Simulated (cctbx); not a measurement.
# Which space group?

Cell: a = 5.0150 Å, b = 6.0680 Å, c = 5.2070 Å, α = 90.00°, β = 90.00°, γ = 90.00°. Expected content of the cell: Rh4 Ti2 Na2.

Simulated single-crystal data (cctbx): Mo Kα, λ = 0.71073 Å, to d = 0.65 Å, 95 % of the full sphere, strongest reflection 70000 counts, noise from counting, a 2 % proportional error and a noise floor of 4 counts (s.d.); no absorption.

A first pass over the reflections prints:

```text
2295 reflections to d = 0.650 A
centring   violations  <I/sigma> of those
    A       1011 of  1167     22.1
    B        923 of  1136     21.6
    C        918 of  1157     20.5
    I        945 of  1149     21.2
    R       1301 of  1533     21.9
    F       1426 of  1730     21.4
Laue class    unique    Rint  (classes that these axes allow; Friedel mates merged)
P -1             1198   0.014
P 1 2/m 1         655   0.017
P 1 1 2/m         662   0.017
P 2/m 1 1         664   0.017
P m m m           389   0.019
space group    extra absences  I>4sigma  <I/sigma>
P 2 2 2                 0          0         -  acentric
P 21 2 2                8          0      -0.2  acentric
P 2 21 2               10          0      -0.1  acentric
P 21 21 2              18          0      -0.1  acentric
P m m 2                 0          0         -  acentric
P 2 m m                 0          0         -  acentric
P m 2 m                 0          0         -  acentric
P 21 m n              111          0      -0.1  acentric
P m 21 n              111          0      -0.1  acentric
P m m m                 0          0         -  centric
P m m n :1            111          0      -0.1  centric
P m m n :2            111          0      -0.1  centric
Wilson B = 1.04 A^2   <|E^2-1|> = 0.927 (0.968 centric, 0.736 acentric)   E^2>4: 3.8 %
shell (A)         n   <I/sigma>
 6.07 - 1.30     59     50.5
 1.30 - 1.03     50     52.5
 1.03 - 0.90     51     52.8
 0.90 - 0.82     50     49.8
 0.82 - 0.76     45     47.1
 0.76 - 0.72     42     46.5
 0.72 - 0.68     47     44.1
 0.68 - 0.65     45     39.0
```

**Question.** What are the lattice type, the Laue class and the likely space group?

Every centring test has many violations, so the lattice is primitive.

Rint stays low (0.014 to 0.019) up to P m m m, the highest class in these axes.

12 settings pass the absence test. The most absences obeyed, 111, belong to P 21 m n, P m 21 n and P m m n, which absences can't tell apart.

⟨|E²−1|⟩ = 0.927 leans to a centrosymmetric structure. The Wilson B of 1.04 Å² means U ≈ 0.0132 Å².

The true group is Pmmn (no. 59, origin choice 1), Laue class mmm, centrosymmetric. The tables only narrow the choice to the tied entries; cell content, site symmetry and trial solutions must settle it.

This is a model crystal, built by substitution and not relaxed, with assumed displacement parameters.

[Logs are printed without paths, hosts, clocks, repeated set-up lines and the standing remarks that a program may print on its own settings, such as how far it seeks lower states.]
